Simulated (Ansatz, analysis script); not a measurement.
# Free-standing square Mo monolayer, spacing 3.288 Å: how near to magnetism

Wanted: E(M), the field that holds each moment, and the spin susceptibility of a free-standing square Mo monolayer, spacing 3.288 Å.

Program: Ansatz 0.2.0. Level of theory: LDA, PAW set soft_1 (files made for PBE). Results are calculated unless marked as measured.

## Step 1: The structure

The cell holds 1 atom: 1 Mo. Cell: a = 3.288 Å, b = 3.288 Å, c = 14.000 Å, α = 90.0°, β = 90.0°, γ = 90.0°. An idealised lattice of chosen spacing, in vacuum. Vacuum lies along c.

## Step 2: Two spin channels first

First a free collinear run, to see which state the typed moments lead to.

Input file input.yaml:

```yaml
crystal:
  lattice:
    - [3.288, 0.0, 0.0]
    - [0.0, 3.288, 0.0]
    - [0.0, 0.0, 14.0]
  atoms:
    - { symbol: Mo, position: [0.0, 0.0, 0.5], spin: 1.0 }
magnetization:
  spin_polarized: true
kpoints:
  mp_grid: { grid: [7, 7, 1] }
hamiltonian:
  xc: lda
  pseudopotentials: { kind: paw, azcp: { folder: soft_1 }, xc_functional: pbe }
scf:
  occupations: { method: fermi_dirac, width: 0.1 }
  max_iter: 120
  convergence: { dr2_threshold: 1.0e-08 }
  lower_state_search: "off"
```

Command:

```
$ ansatz run input.yaml --threads 2 --pin off --max-ram 5120MiB --backend cpu --events-out ev --progress --plain --runs-dir out
```

Numbers of over 12 decimals in the logs are rounded to 6 here.

The program printed:

```text
Engine: ansatz 0.2.0, aarch64-unknown-linux-gnu
Pseudopotentials: kind: paw
Pseudopotential: Mo, paw, valence charge 14, recommended cutoff 420 eV (normal), soft_1/Mo.paw.azcp
Functional definition: SPW92
  exchange = slater_x
  correlation = pw_c
Crystal: 1 atoms, lattice volume = 151.353 Å³
Basis set: ecut = 420 eV, 2991 PW (Γ)
Bands: 12, of which v1, the nominal top of the filled ones, is band 7 counted from 1 (6 counted from 0)
Symmetry: 16 space group operations
Space group: P4/mmm (ITA 123), of the structure as read, at distance tolerance 5.3e-5 Å
Magnetic group: BNS 123.339 (UNI 999), of the structure as read, at distance tolerance 5.3e-5 Å
k-points: 10 of 49
Non-local potential: Mo, projectors of the file, l = 0: 3, l = 1: 2, l = 2: 2, l = 3: 1
PAW form: soft (Blöchl's): semilocal exchange-correlation on the pseudo side does not see the compensation charge
PAW frozen core: Mo, regenerated for the run's functional, and the local potential with it (the file was generated under x = pbe(κ = 0.804, μ = 0.219515), c = pbe(β = 0.066725))
PAW one-centre angular grid: Mo, 590 points (default); XC on 64 Gauss nodes
Initial density: superposition of atomic densities (neutral atoms: chi_scale 0, normalization atom)
Starting moments: Σ|m| = 1 μB on 1 of 1 site
Initial wavefunctions: pseudopotential atomic-orbital guess
Functional: x = slater, c = lda
SCF iter   1: F=—  HF=-4836.793773 eV  |F-HF|=—  |Δ(HF+E_count)|=         —  Δρ=2.08e-2 (↑2.08e-2 ↓1.33e-2)  dr2=2.07e0  dr2_m=1.12e-1  M=0.946 μB ∫|m|=0.946 μB  β_m=0.30  ethr=3.10e-3  ⟨swp⟩=5.2  Hψ=1325  notcnv=0
preconditioner: auto → LDOS  [metal: Δε(μ)=0.013 eV  Ē_g=3.271 eV  σ=0.100 eV  W_gap=0.03  n_scr=8 (ndim 8)  ℏωp=7.4 eV  f_vac=0.647  D(μ)=4.18/eV (n_scr^D=28)]
spin=Collinear: LDOS preconditioning applied to the charge; magnetization (m = ρ↑ − ρ↓) channel mixes plain (no charge-response kernel on spin).
SCF iter   2: F=—  HF=-4836.535115 eV  |F-HF|=—  |Δ(HF+E_count)|=   2.59e-1  Δρ=1.36e-2 (↑1.36e-2 ↓1.06e-2)  dr2=1.06e0  dr2_m=5.52e-2  M=1.006 μB ∫|m|=1.007 μB  β_m=0.30  ethr=3.10e-3  ⟨swp⟩=2.1  Hψ=453  notcnv=0
SCF iter   3: F=—  HF=-4836.286309 eV  |F-HF|=—  |Δ(HF+E_count)|=   2.49e-1  Δρ=6.64e-3 (↑6.29e-3 ↓6.64e-3)  dr2=5.74e-2  dr2_m=3.93e-2  M=1.246 μB ∫|m|=1.246 μB  β_m=1.00  ethr=3.10e-3  ⟨swp⟩=2.5  Hψ=427  notcnv=0
SCF iter   4: F=—  HF=-4836.372899 eV  |F-HF|=—  |Δ(HF+E_count)|=   8.66e-2  Δρ=5.73e-3 (↑5.37e-3 ↓5.73e-3)  dr2=4.73e-3  dr2_m=4.03e-2  M=1.656 μB ∫|m|=1.657 μB  β_m=1.00  ethr=4.10e-4  ⟨swp⟩=2.1  Hψ=594  notcnv=0
SCF iter   5: F=—  HF=-4836.427465 eV  |F-HF|=—  |Δ(HF+E_count)|=   5.46e-2  Δρ=5.58e-3 (↑5.58e-3 ↓4.98e-3)  dr2=6.12e-3  dr2_m=3.53e-2  M=2.058 μB ∫|m|=2.058 μB  β_m=1.00  ethr=3.38e-5  ⟨swp⟩=2.5  Hψ=426  notcnv=0
SCF iter   6: F=—  HF=-4836.466620 eV  |F-HF|=—  |Δ(HF+E_count)|=   3.92e-2  Δρ=4.84e-3 (↑4.74e-3 ↓4.84e-3)  dr2=3.08e-3  dr2_m=3.04e-2  M=2.427 μB ∫|m|=2.427 μB  β_m=1.00  ethr=3.38e-5  ⟨swp⟩=2.5  Hψ=424  notcnv=0
SCF iter   7: F=—  HF=-4836.506785 eV  |F-HF|=—  |Δ(HF+E_count)|=   4.02e-2  Δρ=5.05e-3 (↑5.05e-3 ↓4.65e-3)  dr2=1.98e-3  dr2_m=3.23e-2  M=2.809 μB ∫|m|=2.809 μB  β_m=1.00  ethr=2.20e-5  ⟨swp⟩=3.0  Hψ=443  notcnv=0
SCF iter   8: F=—  HF=-4836.550473 eV  |F-HF|=—  |Δ(HF+E_count)|=   4.37e-2  Δρ=5.27e-3 (↑5.27e-3 ↓4.23e-3)  dr2=8.01e-3  dr2_m=3.05e-2  M=3.179 μB ∫|m|=3.179 μB  β_m=1.00  ethr=1.41e-5  ⟨swp⟩=2.1  Hψ=375  notcnv=0
SCF iter   9: F=—  HF=-4836.596608 eV  |F-HF|=—  |Δ(HF+E_count)|=   4.61e-2  Δρ=5.92e-3 (↑5.92e-3 ↓2.97e-3)  dr2=4.54e-2  dr2_m=2.34e-2  M=3.475 μB ∫|m|=3.475 μB  β_m=1.00  ethr=1.41e-5  ⟨swp⟩=2.5  Hψ=408  notcnv=0
SCF iter  10: F=—  HF=-4836.618670 eV  |F-HF|=—  |Δ(HF+E_count)|=   2.21e-2  Δρ=3.87e-3 (↑3.87e-3 ↓1.62e-3)  dr2=3.56e-2  dr2_m=5.63e-3  M=3.613 μB ∫|m|=3.613 μB  β_m=1.00  ethr=1.41e-5  ⟨swp⟩=2.5  Hψ=407  notcnv=0
SCF iter  11: F=—  HF=-4836.630401 eV  |F-HF|=—  |Δ(HF+E_count)|=   1.17e-2  Δρ=2.77e-3 (↑2.77e-3 ↓1.38e-3)  dr2=2.93e-2  dr2_m=1.36e-3  M=3.667 μB ∫|m|=3.667 μB  β_m=0.30  ethr=1.41e-5  ⟨swp⟩=2.3  Hψ=411  notcnv=0
Mixer restart at iter 11: flushing history
spin-set hold released at iteration 11 (site moments contracting): the magnetisation degrees of freedom join the quasi-Newton model from the next iteration; the mixer history was flushed
SCF iter  12: F=—  HF=-4836.634819 eV  |F-HF|=—  |Δ(HF+E_count)|=   4.42e-3  Δρ=1.92e-3 (↑1.92e-3 ↓1.06e-3)  dr2=1.45e-2  dr2_m=6.51e-4  M=3.673 μB ∫|m|=3.673 μB  β_m=0.64  ethr=1.41e-5  ⟨swp⟩=2.6  Hψ=424  notcnv=0
SCF iter  13: F=—  HF=-4836.639523 eV  |F-HF|=—  |Δ(HF+E_count)|=   4.70e-3  Δρ=2.79e-4 (↑2.79e-4 ↓2.78e-4)  dr2=3.05e-4  dr2_m=3.80e-5  M=3.695 μB ∫|m|=3.695 μB  β_m=0.73  ethr=1.41e-5  ⟨swp⟩=2.4  Hψ=421  notcnv=0
SCF iter  14: F=—  HF=-4836.639650 eV  |F-HF|=—  |Δ(HF+E_count)|=   1.26e-4  Δρ=1.01e-4 (↑1.01e-4 ↓8.09e-5)  dr2=1.49e-5  dr2_m=6.01e-6  M=3.700 μB ∫|m|=3.700 μB  β_m=0.86  ethr=2.18e-6  ⟨swp⟩=1.8  Hψ=311  notcnv=0
SCF iter  15: F=—  HF=-4836.639682 eV  |F-HF|=—  |Δ(HF+E_count)|=   3.21e-5  Δρ=1.48e-5 (↑1.33e-5 ↓1.48e-5)  dr2=7.06e-7  dr2_m=5.10e-8  M=3.702 μB ∫|m|=3.702 μB  β_m=0.81  ethr=1.06e-7  ⟨swp⟩=2.1  Hψ=346  notcnv=0
SCF iter  16: F=—  HF=-4836.639682 eV  |F-HF|=—  |Δ(HF+E_count)|=   2.04e-8  Δρ=6.10e-6 (↑6.10e-6 ↓3.70e-6)  dr2=3.24e-8  dr2_m=2.02e-8  M=3.702 μB ∫|m|=3.702 μB  β_m=0.91  ethr=5.04e-9  ⟨swp⟩=2.5  Hψ=399  notcnv=0
iter 17 did not close the SCF: its close was put off for the exchange–correlation potential of the local minority spin (scf_convergence_deferred on its scf_iter line)
SCF iter  17: F=-4836.639682 eV  HF=-4836.639682 eV  |F-HF|=5.98e-9  |Δ(HF+E_count)|=   1.29e-7  Δρ=1.84e-6 (↑1.84e-6 ↓1.63e-6)  dr2=2.60e-9  dr2_m=3.26e-9  M=3.702 μB ∫|m|=3.703 μB  β_m=0.95  ethr=7.14e-11  ⟨swp⟩=2.1  Hψ=466  notcnv=0
SCF iter  18: F=-4836.639682 eV  HF=-4836.639682 eV  |F-HF|=5.82e-11  |Δ(HF+E_count)|=   2.23e-8  Δρ=1.90e-7 (↑1.90e-7 ↓1.27e-7)  dr2=1.72e-11  dr2_m=3.13e-11  M=3.702 μB ∫|m|=3.703 μB  ethr=1.85e-11  ⟨swp⟩=1.0  Hψ=716  notcnv=0
SCF 1 converged in 18 iterations: F = -4836.639682 eV  dr2 = 1.72e-11
  greatest PAW one-centre occupation: 0.998 electrons in one spin orbital (limit 2), on the Mo atom at site 0 (counted from 0), in its partial waves of l = 0
SCF converged after 18 iterations
Magnetization: 3.7023 μB (8.8511 up, 5.1489 down)
Absolute magnetization: 3.7026 μB (∫|ρ↑−ρ↓|, with the PAW one-centre terms)
Spin contamination: 0.0041 ħ² per cell (⟨S²⟩ above its minimum at these occupations)
Per-site moments (μB) at R_I (Å): [(3.030058, 1.3563)]
Free energy (F): -4836.639682 eV
Harris-Foulkes:  -4836.639682 eV  (|F-HF|=5.82e-11)
Internal energy: -4836.559518 eV  (E = F + TS)
E sigma→0 (E₀):  -4836.599600 eV
Entropy (-TS):   -0.080164 eV (-80.164 meV/atom)
Fermi energy:    -1.785914 eV
--- Per-component energies (eV) ---
  E_band       = -360.008035
  E_kinetic    = 414.170833
  E_local      = -4203.514734  (includes V_loc(G=0)·N_el)
  E_nonlocal   = 159.621875
  E_hartree    = 1822.555201
  E_xc         = -167.879123
  E_vxc        = -209.924199  (∫ρ·V_xc dr)
  E_paw        = -3101.732350  (= ΣΔE_a)
  E_vpaw       = -165.472121  (= ΣTr[D̂ρ^β])
  E_aug_tail   = 0.000046  (compensation charges beyond the density's cutoff)
  E_ewald      = 239.745918
  E_core_change = 0.472816  (= ΣΔE_core)
  E_smearing   = -0.080164  (= −TS)
  E_closure    = -0.000000  (closes the sum)
  Σ components = -4836.639682   (vs F -4836.639682, Δ=0.00e0)
```

Elapsed: 1.8 s, on 2 threads of Arm Neoverse V2, shared host; peak memory 0.29 GiB; 3.2 s of CPU time.

Spin moment in the atom's sphere by atom:

```csv
atom,spin moment in the atom's sphere (μB)
Mo1,3.03
```

The run ends ferromagnetic, with a net moment of 3.70 μB a cell. With one Mo atom carrying the moment, parallel order of its images is forced by the cell, not found.

## Step 3: Mesh refined

Levels at the Fermi energy are partly filled, so moments and energy differences can hang on the k-mesh, and the state is solved again on a denser one.

input.yaml, the sections that differ from step 2:

```yaml
crystal:
  lattice:
    - [3.288, 0.0, 0.0]
    - [0.0, 3.288, 0.0]
    - [0.0, 0.0, 14.0]
  atoms:
    - { symbol: Mo, position: [0.0, 0.0, 0.5], spin: 3.03 }
kpoints:
  mp_grid: { grid: [16, 16, 1] }
basis:
  ecutwfc: 420.0
checkpoint:
  read: start
  write: ck
  compress: false
  write_wavefunctions: false
  write_every: 100000
# magnetization, hamiltonian, scf: as in step 2
```

The program printed:

```text
[...]
SCF converged after 7 iterations
Magnetization: 3.7121 μB (8.8561 up, 5.1439 down)
Absolute magnetization: 3.7125 μB (∫|ρ↑−ρ↓|, with the PAW one-centre terms)
[...]
Per-site moments (μB) at R_I (Å): [(3.035927, 1.3563)]
Free energy (F): -4836.634109 eV
[...]
Internal energy: -4836.549967 eV  (E = F + TS)
E sigma→0 (E₀):  -4836.592038 eV
Entropy (-TS):   -0.084142 eV (-84.142 meV/atom)
Fermi energy:    -1.771888 eV
[...]
```

Wall time 3.1 s (2 threads); peak memory 0.41 GiB.

Spin moment in the atom's sphere by atom:

```csv
atom,spin moment in the atom's sphere (μB)
Mo1,3.04
```

The run ends ferromagnetic, with a net moment of 3.71 μB a cell, against 3.70 μB on the first mesh.

## Step 4: Without spin

The state without spin is the zero of E(M).

input.yaml, the sections that differ from step 3:

```yaml
crystal:
  lattice:
    - [3.288, 0.0, 0.0]
    - [0.0, 3.288, 0.0]
    - [0.0, 0.0, 14.0]
  atoms:
    - { symbol: Mo, position: [0.0, 0.0, 0.5] }
scf:
  occupations: { method: fermi_dirac, width: 0.1 }
  max_iter: 120
  convergence: { dr2_threshold: 1.0e-08 }
# kpoints, hamiltonian, basis: as in step 3
# magnetization: removed
# checkpoint: removed
```

Command:

```
$ ansatz run input.yaml --threads 1 --pin off --max-ram 2560MiB --backend cpu --events-out ev --progress --plain --runs-dir out
```

The program printed:

```text
[...]
Crystal: 1 atoms, lattice volume = 151.353 Å³
Basis set: ecut = 420 eV, 2991 PW (Γ)
Bands: 11, of which v1, the nominal top of the filled ones, is band 7 counted from 1 (6 counted from 0)
Symmetry: 16 space group operations
[...]
k-points: 45 of 256
[...]
SCF iter   1: F=—  HF=-4836.857839 eV  |F-HF|=—  |Δ(HF+E_count)|=         —  Δρ=3.20e-2  dr2=2.35e0  ethr=3.10e-3  ⟨swp⟩=4.9  Hψ=2813  notcnv=0
[...]
SCF iter   9: F=-4836.253642 eV  HF=-4836.253642 eV  |F-HF|=2.04e-9  |Δ(HF+E_count)|=   3.69e-8  Δρ=1.12e-6  dr2=1.38e-9  ethr=7.14e-11  ⟨swp⟩=2.6  Hψ=1059  notcnv=0
SCF 1 converged in 9 iterations: F = -4836.253642 eV  dr2 = 1.38e-9
[...]
SCF converged after 9 iterations
Free energy (F): -4836.253642 eV
[...]
Internal energy: -4836.079735 eV  (E = F + TS)
E sigma→0 (E₀):  -4836.166688 eV
Entropy (-TS):   -0.173907 eV (-173.907 meV/atom)
Fermi energy:    -2.155538 eV
[...]
```

Run time: 2.8 s. Hardware: 1 thread; peak memory 0.34 GiB.

The free collinear run lies 380 meV below it.

## Step 5: Without spin, levels printed

Edit input.yaml of step 4 so:

```diff
@@ -18 +18,3 @@
   ecutwfc: 420.0
+output:
+  eigenvalues: true
```

The program printed:

```text
[...]
Crystal: 1 atoms, lattice volume = 151.353 Å³
Basis set: ecut = 420 eV, 2991 PW (Γ)
Bands: 11, of which v1, the nominal top of the filled ones, is band 7 counted from 1 (6 counted from 0)
Symmetry: 16 space group operations
[...]
k-points: 45 of 256
[...]
Fermi energy:    -2.155538 eV
[...]
--- Band table (eV; the first three rows and the last of 45) ---
  k-point 0: bands = [... 3 lower, -36.9965, -5.0612, -3.5243, -2.5927, -1.3402, -1.3402, -0.6873, -0.6103]
  k-point 1: bands = [... 3 lower, -36.9960, -4.9915, -3.4861, -2.5735, -1.5065, -1.3347, -0.7313, -0.4299]
  k-point 2: bands = [... 3 lower, -36.9947, -4.7925, -3.3675, -2.5174, -1.8152, -1.3190, -0.8532, -0.0719]
  k-point 44: bands = [... 3 lower, -37.1281, -3.6428, -2.5760, -2.5760, -1.6635, 0.1430, 2.4410, 2.4410]
[key lines of the parts left out:]
SCF converged after 9 iterations
Free energy (F): -4836.253642 eV
```

Run time: 3.1 s. Hardware: 1 thread; peak memory 0.34 GiB.

## Step 6: Total moment fixed at 0.227 μB

Two Fermi levels, one a spin, hold the total moment exactly, which reaches states that a free run would leave.

input.yaml, the sections that differ from step 5:

```yaml
crystal:
  lattice:
    - [3.288, 0.0, 0.0]
    - [0.0, 3.288, 0.0]
    - [0.0, 0.0, 14.0]
  atoms:
    - { symbol: Mo, position: [0.0, 0.0, 0.5], spin: 0.227 }
magnetization:
  spin_polarized: true
  initial_magnetization: 0.227
  spin_locking: { lock_magnetization: hard }
scf:
  occupations: { method: fermi_dirac, width: 0.1 }
  max_iter: 120
  convergence: { dr2_threshold: 1.0e-08 }
  lower_state_search: "off"
# kpoints, hamiltonian, basis: as in step 5
# output: removed
```

The program printed:

```text
[...]
Crystal: 1 atoms, lattice volume = 151.353 Å³
Basis set: ecut = 420 eV, 2991 PW (Γ)
Bands: 12, of which v1, the nominal top of the filled ones, is band 7 counted from 1 (6 counted from 0)
Symmetry: 16 space group operations
[...]
k-points: 45 of 256
[...]
Starting moments: Σ|m| = 0.227 μB on 1 of 1 site
[...]
SCF iter   1: F=—  HF=-4836.854970 eV  |F-HF|=—  |Δ(HF+E_count)|=         —  Δρ=1.68e-2 (↑1.68e-2 ↓1.53e-2)  dr2=2.33e0  dr2_m=5.81e-3  M=0.227 μB ∫|m|=0.227 μB  β_m=0.30  ethr=3.10e-3  ⟨swp⟩=5.2  Hψ=6079  notcnv=0
[...]
SCF iter  12: F=-4836.259793 eV  HF=-4836.259793 eV  |F-HF|=1.64e-11  |Δ(HF+E_count)|=   1.73e-9  Δρ=9.22e-8 (↑9.22e-8 ↓7.84e-8)  dr2=2.81e-11  dr2_m=2.39e-12  M=0.227 μB ∫|m|=0.272 μB  ethr=1.39e-11  ⟨swp⟩=1.0  Hψ=3542  notcnv=0
SCF 1 converged in 12 iterations: F = -4836.259793 eV  dr2 = 2.81e-11
[...]
SCF converged after 12 iterations
Stability checked in part: among states of this total moment the steps that led to this state did not find it unstable. No probe was made; neither looks for a lower state of another moment (fixed_total_moment; see scf.lower_state_search)
Magnetization: 0.2270 μB (7.1135 up, 6.8865 down)
Absolute magnetization: 0.2741 μB (∫|ρ↑−ρ↓|, with the PAW one-centre terms)
[...]
Per-site moments (μB) at R_I (Å): [(0.186701, 1.3563)]
Free energy (F): -4836.259793 eV
[...]
Internal energy: -4836.089468 eV  (E = F + TS)
E sigma→0 (E₀):  -4836.174631 eV
Entropy (-TS):   -0.170325 eV (-170.325 meV/atom)
Fermi energy:    -2.148208 (↑ -2.200449, ↓ -2.095967) eV
[...]
```

It took 7.6 s on 1 thread; peak memory 0.4 GiB.

The energy is -6.15 meV from the state without spin, and the largest site carries 0.187 μB.

## Step 7: Total moment fixed at 0.455 μB

input.yaml, the sections that differ from step 6:

```yaml
crystal:
  lattice:
    - [3.288, 0.0, 0.0]
    - [0.0, 3.288, 0.0]
    - [0.0, 0.0, 14.0]
  atoms:
    - { symbol: Mo, position: [0.0, 0.0, 0.5], spin: 0.455 }
magnetization:
  spin_polarized: true
  initial_magnetization: 0.455
  spin_locking: { lock_magnetization: hard }
# kpoints, hamiltonian, scf, basis: as in step 6
```

The program printed:

```text
[...]
Crystal: 1 atoms, lattice volume = 151.353 Å³
Basis set: ecut = 420 eV, 2991 PW (Γ)
Bands: 12, of which v1, the nominal top of the filled ones, is band 7 counted from 1 (6 counted from 0)
Symmetry: 16 space group operations
[...]
k-points: 45 of 256
[...]
Starting moments: Σ|m| = 0.455 μB on 1 of 1 site
[...]
Magnetization: 0.4550 μB (7.2275 up, 6.7725 down)
Absolute magnetization: 0.5000 μB (∫|ρ↑−ρ↓|, with the PAW one-centre terms)
[...]
Per-site moments (μB) at R_I (Å): [(0.373255, 1.3563)]
Free energy (F): -4836.276200 eV
[...]
Internal energy: -4836.113429 eV  (E = F + TS)
E sigma→0 (E₀):  -4836.194814 eV
Entropy (-TS):   -0.162771 eV (-162.771 meV/atom)
Fermi energy:    -2.131213 (↑ -2.220029, ↓ -2.042398) eV
[...]
[key lines of the parts left out:]
SCF converged after 11 iterations
```

Run time: 6.5 s. Hardware: 1 thread; peak memory 0.39 GiB.

The energy is -22.6 meV from the state without spin, and the largest site carries 0.373 μB.

## Step 8: Total moment fixed at 1.591 μB

input.yaml, the sections that differ from step 7:

```yaml
crystal:
  lattice:
    - [3.288, 0.0, 0.0]
    - [0.0, 3.288, 0.0]
    - [0.0, 0.0, 14.0]
  atoms:
    - { symbol: Mo, position: [0.0, 0.0, 0.5], spin: 1.591 }
magnetization:
  spin_polarized: true
  initial_magnetization: 1.591
  spin_locking: { lock_magnetization: hard }
# kpoints, hamiltonian, scf, basis: as in step 7
```

The program printed:

```text
[...]
Crystal: 1 atoms, lattice volume = 151.353 Å³
Basis set: ecut = 420 eV, 2991 PW (Γ)
Bands: 12, of which v1, the nominal top of the filled ones, is band 7 counted from 1 (6 counted from 0)
Symmetry: 16 space group operations
[...]
k-points: 45 of 256
[...]
Starting moments: Σ|m| = 1.591 μB on 1 of 1 site
[...]
Magnetization: 1.5910 μB (7.7955 up, 6.2045 down)
Absolute magnetization: 1.5920 μB (∫|ρ↑−ρ↓|, with the PAW one-centre terms)
[...]
Per-site moments (μB) at R_I (Å): [(1.303658, 1.3563)]
Free energy (F): -4836.410873 eV
[...]
Internal energy: -4836.277965 eV  (E = F + TS)
E sigma→0 (E₀):  -4836.344419 eV
Entropy (-TS):   -0.132908 eV (-132.908 meV/atom)
Fermi energy:    -2.058214 (↑ -2.185090, ↓ -1.931339) eV
[...]
[key lines of the parts left out:]
SCF converged after 10 iterations
```

Run time: 7.7 s. Hardware: 1 thread; peak memory 0.4 GiB.

The energy is -157 meV from the state without spin, and the largest site carries 1.30 μB.

(Continued in part 2 of 2.)

[Logs and program files are shortened in this print: banners, set-up blocks, solver, clock and traceback lines can be left out without a mark of their own.]

[Logs are printed without paths, hosts, clocks, repeated set-up lines and the standing remarks that a program may print on its own settings, such as how far it seeks lower states.]

[Hosts, paths, dates, database ids (printed as entryN), source tags and the programs' standing remarks are cut or masked in the printed files.]
